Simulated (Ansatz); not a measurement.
**Na on Ti(0001): change of the work function**

How does Na on the fcc site change the work function of Ti(0001) as the layer fills?

Program: Ansatz 0.2.0. Level of theory: plane-wave DFT, PBE, Ansatz PAW. Values are calculated unless marked as measured.

The raw output is cut from this account; settings, times and results stay.

### Step 1. The starting structure

The cell holds 4 atoms: 4 Ti. Cell: a = 2.950 Å, b = 2.950 Å, c = 25.027 Å, α = 90.0°, β = 90.0°, γ = 60.0°. Vacuum lies along c.

### Step 2. The clean slab

The bare slab comes first, as the zero from which every change is counted. The two lowest layers are held at bulk places and the upper ones relax. The dipole correction removes the false field that a one-sided slab makes across the periodic vacuum, so each face gets a flat vacuum level of its own.

input.yaml reads:

```yaml
crystal:
  lattice:
    - [2.95, 0.0, 0.0]
    - [1.475, 2.5547749412, 0.0]
    - [0.0, 0.0, 25.0269]
  atoms:
    - { symbol: Ti, position: [0.6666666667, 0.6666666667, 0.3596130564] }
    - { symbol: Ti, position: [0.0, 0.0, 0.4532043521] }
    - { symbol: Ti, position: [0.6666666667, 0.6666666667, 0.5467956479] }
    - { symbol: Ti, position: [0.0, 0.0, 0.6403869436] }
kpoints:
  mp_grid: { grid: [12, 12, 1] }
hamiltonian:
  xc: pbe
scf:
  occupations: { method: fermi_dirac, width: 0.1 }
  convergence: { dr2_threshold: 1.0e-08 }
efield:
  axis: 3
  dipole_correction: true
  ramp_position: 0.97
  ramp_width: 0.06
relax:
  f_tol: 0.02
  max_steps: 60
  constraints: [{ sites: [0, 1] }]
output:
  write_potential: true
  write_density: true
  volumetric_format: npy
```

Launch:

```
$ ansatz run input.yaml --threads 4 --pin off --max-ram 16384MiB --backend cpu --events-out ev --progress --plain --runs-dir out
```

Wall time 10 s (4 threads of Arm Neoverse V1, shared host); peak memory 0.5 GiB; 38 s of CPU time.

Relaxation path:

| step | energy less that of the first step (eV) | largest force component (eV/Å) |
| --- | --- | --- |
| 1 | 0.0000 | 0.6136 |
| 2 | -0.0393 | 0.4318 |
| 3 | -0.0561 | 0.0119 |

The run keeps the 6 symmetry operations that the program found, so distortions that break them were not tested.

The atoms that moved most (Å):

| atom | dx | dy | dz | length |
| --- | --- | --- | --- | --- |
| Ti4 | 0.000 | 0.000 | -0.106 | 0.106 |
| Ti3 | 0.000 | 0.000 | 0.068 | 0.068 |

Numbers from this step:

```
energy at zero smearing        : -9996.7499 eV
work function, upper face      : 4.373 eV
work function, lower face      : 4.423 eV
dipole along the normal        : 0.002104 e·Å
step between the vacuum levels : -0.05051 eV
```

Running mean over 2.342 Å of the planar mean; the ramp of the sawtooth is left out. The electron's electrostatic potential energy less the Fermi level by z:

| z (Å) | electron's electrostatic potential energy less the Fermi level (eV) |
| --- | --- |
| 3.5 | 4.42 |
| 4.0 | 4.42 |
| 4.5 | 4.42 |
| 5.0 | 4.40 |
| 5.5 | 4.36 |
| 6.0 | 4.24 |
| 6.5 | 3.89 |
| 7.0 | 2.89 |
| 7.5 | 0.393 |
| 8.0 | -3.13 |
| 8.5 | -5.88 |
| 9.0 | -6.74 |
| 9.5 | -6.71 |
| 10.0 | -6.59 |
| 10.5 | -6.56 |
| 11.0 | -6.58 |
| 11.5 | -6.56 |
| 12.0 | -6.38 |
| 12.5 | -6.24 |
| 13.0 | -6.32 |
| 13.5 | -6.57 |
| 14.0 | -6.94 |
| 14.5 | -7.53 |
| 15.0 | -7.68 |
| 15.5 | -7.32 |
| 16.0 | -6.81 |
| 16.5 | -5.57 |
| 17.0 | -2.61 |
| 17.5 | 0.849 |
| 18.0 | 3.07 |
| 18.5 | 3.92 |
| 19.0 | 4.22 |
| 19.5 | 4.32 |
| 20.0 | 4.36 |
| 20.5 | 4.37 |
| 21.0 | 4.37 |
| 21.5 | 4.37 |

The relaxation took 3 steps and lowered the energy by 0.056 eV; the largest force on the free atoms ends at 0.012 eV/Å.

The work function of the upper face is 4.37 eV.

### Step 3. The covered slab, k-mesh 4×4×1, coverage 0.111 ML

System of this step: Na/Ti(0001). The cell holds 37 atoms: 36 Ti and 1 Na. Its edges and angles: a = 8.850 Å, b = 8.850 Å, c = 27.815 Å, α = 90.0°, β = 90.0°, γ = 60.0°. Vacuum lies along c.

The clean slab as it ended is repeated in the plane and the adsorbate is set on one face; the cell's size fixes the coverage, and the k-mesh shrinks with it to keep the sampling density about even. Adsorbate and upper layers relax, since the dipole depends on the height.

input.yaml reads:

```yaml
crystal:
  lattice:
    - [8.8500000001, 0.0, 0.0]
    - [4.425, 7.6643248235, 0.0]
    - [0.0, 0.0, 27.8150629669]
  atoms:
    - { symbol: Ti, position: [0.2222222222, 0.2222222222, 0.3235656885] }
    - { symbol: Ti, position: [0.0, 0.0, 0.4077754565] }
    - { symbol: Ti, position: [0.2222222222, 0.2222222222, 0.4944300801] }
    - { symbol: Ti, position: [0.0, 0.0, 0.572397722] }
    - { symbol: Ti, position: [0.2222222222, 0.5555555556, 0.3235656885] }
    - { symbol: Ti, position: [0.0, 0.3333333333, 0.4077754565] }
    - { symbol: Ti, position: [0.2222222222, 0.5555555556, 0.4944300801] }
    - { symbol: Ti, position: [0.0, 0.3333333333, 0.572397722] }
[... 25 atom lines left out ...]
    - { symbol: Ti, position: [0.6666666667, 0.6666666667, 0.4077754565] }
    - { symbol: Ti, position: [0.8888888889, 0.8888888889, 0.4944300801] }
    - { symbol: Ti, position: [0.6666666667, 0.6666666667, 0.572397722] }
    - { symbol: Na, position: [0.1111111111, 0.1111111111, 0.6764343115] }
kpoints:
  mp_grid: { grid: [4, 4, 1] }
hamiltonian:
  xc: pbe
scf:
  occupations: { method: fermi_dirac, width: 0.1 }
  convergence: { dr2_threshold: 1.0e-08 }
efield:
  axis: 3
  dipole_correction: true
  ramp_position: 0.97
  ramp_width: 0.06
relax:
  f_tol: 0.02
  max_steps: 60
  constraints:
    - { sites: [0, 1, 4, 5, 8, 9, 12, 13, 16, 17, 20, 21, 24, 25, 28, 29, 32, 33] }
output:
  write_potential: true
  write_density: true
  volumetric_format: npy
```

It took 9.1 min on 4 threads; peak memory 8.1 GiB.

Relaxation path:

| step | energy less that of the first step (eV) | largest force component (eV/Å) |
| --- | --- | --- |
| 1 | 0.0000 | 0.1276 |
| 2 | -0.0262 | 0.1037 |
| 3 | -0.0306 | 0.0510 |
| 4 | -0.0314 | 0.0045 |

The run keeps the 6 symmetry operations that the program found, so distortions that break them were not tested.

The atoms that moved most (Å):

| atom | dx | dy | dz | length |
| --- | --- | --- | --- | --- |
| Na37 | 0.000 | 0.000 | -0.114 | 0.114 |
| Ti8 | 0.000 | -0.006 | -0.047 | 0.048 |
| Ti16 | -0.005 | 0.003 | -0.047 | 0.048 |
| Ti4 | 0.005 | 0.003 | -0.047 | 0.048 |
| Ti20 | -0.023 | -0.013 | 0.029 | 0.039 |
| Ti32 | 0.023 | -0.013 | 0.029 | 0.039 |
| Ti24 | 0.000 | 0.027 | 0.029 | 0.039 |
| Ti27 | -0.013 | 0.007 | -0.035 | 0.038 |

The relaxed structure:

```
Ti Na
1.0
     8.85000    0.00000    0.00000
     4.42500    7.66432    0.00000
     0.00000    0.00000   27.81506
Ti Na
36 1
Direct
  0.22222 0.22222 0.32357
  0.00000 0.00000 0.40778
  0.22317 0.22317 0.49317
  0.00037 0.00037 0.57070
  0.22222 0.55556 0.32357
  0.00000 0.33333 0.40778
  0.22194 0.55570 0.49524
  0.00037 0.33259 0.57070
  0.22222 0.88889 0.32357
  0.00000 0.66667 0.40778
  0.22317 0.88699 0.49317
  0.99824 0.66755 0.57339
  0.55556 0.22222 0.32357
  0.33333 0.00000 0.40778
  0.55570 0.22194 0.49524
  0.33259 0.00037 0.57070
  0.55556 0.55556 0.32357
  0.33333 0.33333 0.40778
  0.55570 0.55570 0.49524
  0.33159 0.33159 0.57342
  0.55556 0.88889 0.32357
  0.33333 0.66667 0.40778
  0.55833 0.88750 0.49373
  0.33159 0.67016 0.57342
  0.88889 0.22222 0.32357
  0.66667 0.00000 0.40778
  0.88699 0.22317 0.49317
  0.66755 0.99824 0.57339
  0.88889 0.55556 0.32357
  0.66667 0.33333 0.40778
  0.88750 0.55833 0.49373
  0.67016 0.33159 0.57342
  0.88889 0.88889 0.32357
  0.66667 0.66667 0.40778
  0.88750 0.88750 0.49373
  0.66755 0.66755 0.57339
  0.11111 0.11111 0.67234
```

Numbers from this step:

- energy at zero smearing: -91457.9889 eV
- work function, upper face: 3.039 eV
- work function, lower face: 4.419 eV
- dipole along the normal: 0.5173 e·Å
- step between the vacuum levels: -1.380 eV

Running mean over 2.342 Å of the planar mean; the ramp of the sawtooth is left out. Electron's electrostatic potential energy less the Fermi level against z:

| z (Å) | electron's electrostatic potential energy less the Fermi level (eV) |
| --- | --- |
| 4 | 4.42 |
| 5 | 4.40 |
| 6 | 4.24 |
| 7 | 2.89 |
| 8 | -3.13 |
| 9 | -6.74 |
| 10 | -6.59 |
| 11 | -6.58 |
| 12 | -6.42 |
| 13 | -6.37 |
| 14 | -6.92 |
| 15 | -7.58 |
| 16 | -6.75 |
| 17 | -2.70 |
| 18 | 2.18 |
| 19 | 2.70 |
| 20 | 2.85 |
| 21 | 3.02 |
| 22 | 3.04 |
| 23 | 3.04 |
| 24 | 3.04 |

The relaxation took 4 steps and lowered the energy by 0.031 eV; the largest force on the free atoms ends at 0.0045 eV/Å.

The covered face has 3.04 eV, -1.33 eV against the clean one; the bare back face has moved by -0.00 eV, a measure of how thin the slab is.

### Step 4. The covered slab, k-mesh 6×6×1, coverage 0.25 ML

System of this step: Na/Ti(0001). The cell holds 17 atoms: 16 Ti and 1 Na. Cell: a = 5.900 Å, b = 5.900 Å, c = 27.815 Å, α = 90.0°, β = 90.0°, γ = 60.0°. Vacuum lies along c.

Another coverage, to see how the dipoles act on each other as their distance changes.

input.yaml reads:

```yaml
crystal:
  lattice:
    - [5.9, 0.0, 0.0]
    - [2.95, 5.1095498824, 0.0]
    - [0.0, 0.0, 27.8150629669]
  atoms:
    - { symbol: Ti, position: [0.3333333333, 0.3333333333, 0.3235656885] }
    - { symbol: Ti, position: [0.0, 0.0, 0.4077754565] }
    - { symbol: Ti, position: [0.3333333333, 0.3333333333, 0.4944300801] }
    - { symbol: Ti, position: [0.0, 0.0, 0.572397722] }
    - { symbol: Ti, position: [0.3333333333, 0.8333333333, 0.3235656885] }
    - { symbol: Ti, position: [0.0, 0.5, 0.4077754565] }
    - { symbol: Ti, position: [0.3333333333, 0.8333333333, 0.4944300801] }
    - { symbol: Ti, position: [0.0, 0.5, 0.572397722] }
    - { symbol: Ti, position: [0.8333333333, 0.3333333333, 0.3235656885] }
    - { symbol: Ti, position: [0.5, 0.0, 0.4077754565] }
    - { symbol: Ti, position: [0.8333333333, 0.3333333333, 0.4944300801] }
    - { symbol: Ti, position: [0.5, 0.0, 0.572397722] }
    - { symbol: Ti, position: [0.8333333333, 0.8333333333, 0.3235656885] }
    - { symbol: Ti, position: [0.5, 0.5, 0.4077754565] }
    - { symbol: Ti, position: [0.8333333333, 0.8333333333, 0.4944300801] }
    - { symbol: Ti, position: [0.5, 0.5, 0.572397722] }
    - { symbol: Na, position: [0.1666666667, 0.1666666667, 0.6764343115] }
kpoints:
  mp_grid: { grid: [6, 6, 1] }
hamiltonian:
  xc: pbe
scf:
  occupations: { method: fermi_dirac, width: 0.1 }
  convergence: { dr2_threshold: 1.0e-08 }
efield:
  axis: 3
  dipole_correction: true
  ramp_position: 0.97
  ramp_width: 0.06
relax:
  f_tol: 0.02
  max_steps: 60
  constraints: [{ sites: [0, 1, 4, 5, 8, 9, 12, 13] }]
output:
  dos: { projected: true, e_range: [-8, 4] }
  write_potential: true
  write_density: true
  volumetric_format: npy
  elf: true
```

Elapsed: 1.7 min, on 4 threads; peak memory 2.5 GiB; 6.7 min of CPU time.

The steps of the relaxation:

| step | energy less that of the first step (eV) | largest force component (eV/Å) |
| --- | --- | --- |
| 1 | 0.0000 | 0.3927 |
| 2 | -0.0262 | 0.1367 |
| 3 | -0.0327 | 0.0489 |
| 4 | -0.0333 | 0.0035 |

Forces are held to the 6 operations that the program found; a distortion that breaks them can't arise in this run.

The atoms that moved most (Å):

| atom | dx | dy | dz | length |
| --- | --- | --- | --- | --- |
| Na17 | 0.000 | 0.000 | -0.119 | 0.119 |
| Ti16 | 0.000 | 0.000 | 0.089 | 0.089 |
| Ti15 | 0.000 | 0.000 | -0.055 | 0.055 |
| Ti8 | 0.000 | 0.017 | -0.010 | 0.020 |
| Ti12 | 0.015 | -0.009 | -0.010 | 0.020 |
| Ti4 | -0.015 | -0.009 | -0.010 | 0.020 |
| Ti7 | 0.000 | -0.015 | -0.002 | 0.015 |
| Ti11 | -0.013 | 0.007 | -0.002 | 0.015 |

The relaxed structure:

```xyz
17
Lattice="5.9000 0.0000 0.0000 2.9500 5.1095 0.0000 0.0000 0.0000 27.8151" Properties=species:S:1:pos:R:3
Ti    2.9500    1.7032    9.0000
Ti    0.0000    0.0000   11.3423
Ti    2.9626    1.7105   13.7504
Ti   -0.0148   -0.0085   15.9111
Ti    4.4250    4.2580    9.0000
Ti    1.4750    2.5548   11.3423
Ti    4.4250    4.2434   13.7504
Ti    1.4750    2.5718   15.9111
Ti    5.9000    1.7032    9.0000
Ti    2.9500    0.0000   11.3423
Ti    5.8874    1.7105   13.7504
Ti    2.9648   -0.0085   15.9111
Ti    7.3750    4.2580    9.0000
Ti    4.4250    2.5548   11.3423
Ti    7.3750    4.2580   13.6981
Ti    4.4250    2.5548   16.0103
Na    1.4750    0.8516   18.6960
```

This step gave:

* energy at zero smearing: -41474.1328 eV
* work function, upper face: 2.144 eV
* work function, lower face: 4.413 eV
* dipole along the normal: 0.3779 e·Å
* step between the vacuum levels: -2.268 eV

Running mean over 2.342 Å of the planar mean; the ramp of the sawtooth is left out. Table of electron's electrostatic potential energy less the Fermi level by z:

z (Å), electron's electrostatic potential energy less the Fermi level (eV) and a bar from the least value:
```
        4       4.41 ##############################
        5       4.39 ##############################
        6       4.23 ##############################
        7       2.88 ##########################
        8      -3.13 ###########
        9      -6.74 ##
       10      -6.59 ##
       11      -6.58 ##
       12      -6.43 ###
       13      -6.40 ###
       14      -6.90 #
       15      -7.49 
       16      -6.72 ##
       17      -2.92 ############
       18       1.12 ######################
       19       1.17 ######################
       20       1.59 #######################
       21       2.06 ########################
       22       2.13 ########################
       23       2.14 ########################
       24       2.14 ########################
```

The density of states has structure finer than the step of the table below, so its rows give means over 0.2 eV. Peaks (eV: height): -1.26: 51.3, -1.02: 35.1, -0.84: 45.8, -0.72: 68.4, -0.63: 51.3, -0.06: 60.0, 0.39: 48.4.

Density of states against energy, zero at the Fermi level; means over each step:

| energy (eV) | density of states (states/eV a cell) |
| --- | --- |
| -6.0 | 0 |
| -5.8 | 0.0564 |
| -5.6 | 1.07 |
| -5.4 | 1.05 |
| -5.2 | 1.20 |
| -5.0 | 1.14 |
| -4.8 | 1.56 |
| -4.6 | 2.61 |
| -4.4 | 3.14 |
| -4.2 | 2.33 |
| -4.0 | 2.43 |
| -3.8 | 2.79 |
| -3.6 | 4.91 |
| -3.4 | 4.55 |
| -3.2 | 2.47 |
| -3.0 | 7.12 |
| -2.8 | 9.40 |
| -2.6 | 5.52 |
| -2.4 | 17.3 |
| -2.2 | 13.2 |
| -2.0 | 17.9 |
| -1.8 | 19.9 |
| -1.6 | 18.7 |
| -1.4 | 13.9 |
| -1.2 | 23.5 |
| -1.0 | 25.5 |
| -0.8 | 40.3 |
| -0.6 | 20.1 |
| -0.4 | 18.0 |
| -0.2 | 26.0 |
| 0.0 | 33.3 |
| 0.2 | 28.6 |
| 0.4 | 36.3 |
| 0.6 | 31.8 |

Projected DOS per atom over height of the atomic layer and energy from the Fermi level. Layers: Ti4 Ti4 Ti4 Ti4 Na from below.

Ten even steps from '0' (0.00 states/eV) to '9' (2.81 states/eV), each cell a mean:
```
87791
95470
74360
56441
54573
34430
34430
24430
11210
11110
00000
00000
00000
00000
00000
00000
00000
00000
00000
00000
00000
00000
```
Columns: height of the atomic layer (Å) from 9 to 18.7 (not evenly spaced); rows upwards: energy from the Fermi level (eV) from -7.96 to 0.745.

Valence density in the ca plane at fractional y = 0.000, with atoms of Ti within 0.2 Å of it. It is the smooth field of the valence electrons, not physical close to the nuclei.

Ten steps, logarithmic in the rise over the least value, from '0' (0.00 × 1e0 e/Å³) to '9' (9.80 × 1e0 e/Å³), each cell a mean:
```
22248997322222236998621000000000000000000000
22235764222222223676310000000000000000000000
32222332222333222333210000000000000000000000
32222222222343222222110000000000000000000000
32222222222343222222110000000000000000000000
22224553222232223454210000000000000000000000
22247886322222225888511000000000000000000000
22258997422222236999621000000000000000000000
22248997322222235898521000000000000000000000
22235764222222223676311000000000000000000000
32222332222333222332211111110000000000000000
32222222222343222222111112210000000000000000
32222222222333222222111111210000000000000000
22224553222222223454211001100000000000000000
22247886322222225787421000000000000000000000
22258997422222236999621000000000000000000000
```
Columns run along c (16.0 Å, from fractional 0.34 to 0.91 of the cell), rows up along a (5.9 Å). Atoms in or near the plane, at fractional coordinates: Ti at (0.41, 0.00), Ti at (0.57, 0.00), Ti at (0.41, 0.50), Ti at (0.57, 0.50).

Electrostatic potential energy in the ca plane at fractional y = 0.000, with atoms of Ti within 0.2 Å of it. With pseudopotentials it is smooth inside the atoms' cores, unlike the true potential.

Values in eV, 9 rows by 16 columns, each cell a mean:
```
  2 -20 -27   1   2  -2 -30 -15   5   6   5   5   5   5   5   6
 -2  -1  -4   1  -8   1  -5   0   6   6   6   5   5   5   5   6
 -2   1   0   1 -10   1  -1   2   6   6   6   6   5   5   5   6
  2 -17 -23   1   1  -1 -27 -12   5   6   5   5   5   5   5   6
  3 -24 -31   0   4  -3 -34 -19   4   5   4   5   5   5   5   6
  1 -10 -15   1  -1   0 -17  -6   4   1   3   5   5   5   5   6
 -3   2   1   1 -12   0   2   3   3  -2   2   4   5   5   5   6
  0  -6 -10   2  -4   0 -11  -3   4   0   2   4   5   5   5   6
  3 -23 -30   1   4  -3 -33 -18   4   4   4   5   5   5   5   6
```
Columns run along c (16.0 Å, from fractional 0.34 to 0.91 of the cell; values clipped at the 3rd and 97th percentile), rows up along a (5.9 Å). Atoms in or near the plane, at fractional coordinates: Ti at (0.41, 0.00), Ti at (0.57, 0.00), Ti at (0.41, 0.50), Ti at (0.57, 0.50).

ELF in the ca plane at fractional y = 0.000, with atoms of Ti within 0.2 Å of it. It is the smooth field of the valence electrons, not physical close to the nuclei.

Ten even steps from '0' (0.00) to '9' (0.76), each cell a mean:
```
77337457247778735637611233322211000000000000
34324763244234422676212333322110000000000000
12432222331121232222234443221100000000000000
21464334531232245423456543211000000000000000
12443223431221244222345543211000000000000000
23322442232122332343113333221100000000000000
66326775245556624767411333322110000000000000
97347137348899836515711333222221000000000000
77337457247778735647612321000122100000000000
34324763244334432575213310000012210000000000
12432222342121233222246200100002210000000000
21454334541232145433477202310001211000000000
12443223541121244322366201210001211000000000
23322442243122332343125300000012210000000000
66326775246556633777412310000112110000000000
97347137348899836515611332111121100000000000
```
Columns run along c (16.0 Å, from fractional 0.34 to 0.91 of the cell), rows up along a (5.9 Å). Atoms in or near the plane, at fractional coordinates: Ti at (0.41, 0.00), Ti at (0.57, 0.00), Ti at (0.41, 0.50), Ti at (0.57, 0.50).

The relaxation took 4 steps and lowered the energy by 0.033 eV; the largest force on the free atoms ends at 0.0035 eV/Å.

By hand: a sheet of dipoles makes a step −p/(ε₀A) in the electron's potential. With e/ε₀ = 180.95 V·Å, p = 0.3779 e·Å and A = 30.15 Å², that is −180.95 × (0.3779) / 30.15 = -2.268 eV, and the two vacuum levels of the run differ by -2.268 eV.

The covered face has 2.14 eV, -2.23 eV against the clean one; the bare back face has moved by -0.01 eV, a measure of how thin the slab is.

### Step 5. Work function against coverage

This step: plane-wave DFT, PBE, Ansatz PAW; work function against coverage (Ansatz 0.2.0).

The runs are now put side by side.

This step gave:

```
work function of the clean face     : 4.373 eV
largest change of the work function : -2.229 eV
```

Table of work function of the covered face by coverage:

| coverage (adsorbates/nm²) | work function of the covered face (eV) |
| --- | --- |
| 0.00 | 4.37 |
| 1.47 | 3.04 |
| 3.32 | 2.14 |

The dipole per adsorbate comes from the change of the cell's dipole. Coverage, by row:

| coverage (1/nm²) | coverage (ML) | work function (eV) | change (eV) | dipole per adsorbate, positive end outwards (debye) | mean height of the added atoms over the highest substrate atom (Å) |
| --- | --- | --- | --- | --- | --- |
| 1.474 | 0.1111 | 3.039 | -1.334 | 2.394 | 2.751 |
| 3.317 | 0.25 | 2.144 | -2.229 | 1.775 | 2.686 |

### Step 6. Results

```yaml
work_function_of_the_clean_face: 4.37 eV
work_function_at_0p11_ml: 3.04 eV
work_function_at_0p25_ml: 2.14 eV
dipole_per_adsorbate_at_0p11_ml_positive_end_outwards: 2.39 D
```

Na lowers the work function of Ti(0001) at the lowest coverage, by 1.33 eV: the adsorbate layer has its positive end outwards. The slab has 4 layers, at the tabulated experimental lattice constant, one starting site was run, and quantum-size effects of a slab this thin can reach one or two tenths of an eV.

[Long decimals in the printed logs are rounded to 6 places.]

[Logs are printed without paths, hosts, clocks, repeated set-up lines and the standing remarks that a program may print on its own settings, such as how far it seeks lower states.]

[Hosts, paths, dates, database ids (printed as entryN), source tags and the programs' standing remarks are cut or masked in the printed files.]

[Maps of the electrostatic potential energy from Ansatz leave out the sawtooth potential of an applied field or a dipole correction, so their vacuum need not be flat; planar profiles and work functions include it.]

[The density of states shown here was stored with 400 of the rows of the run's finer table, so its peaks can read low, often by over a quarter, or be missed, and its means over a window can be off by a tenth or more.]
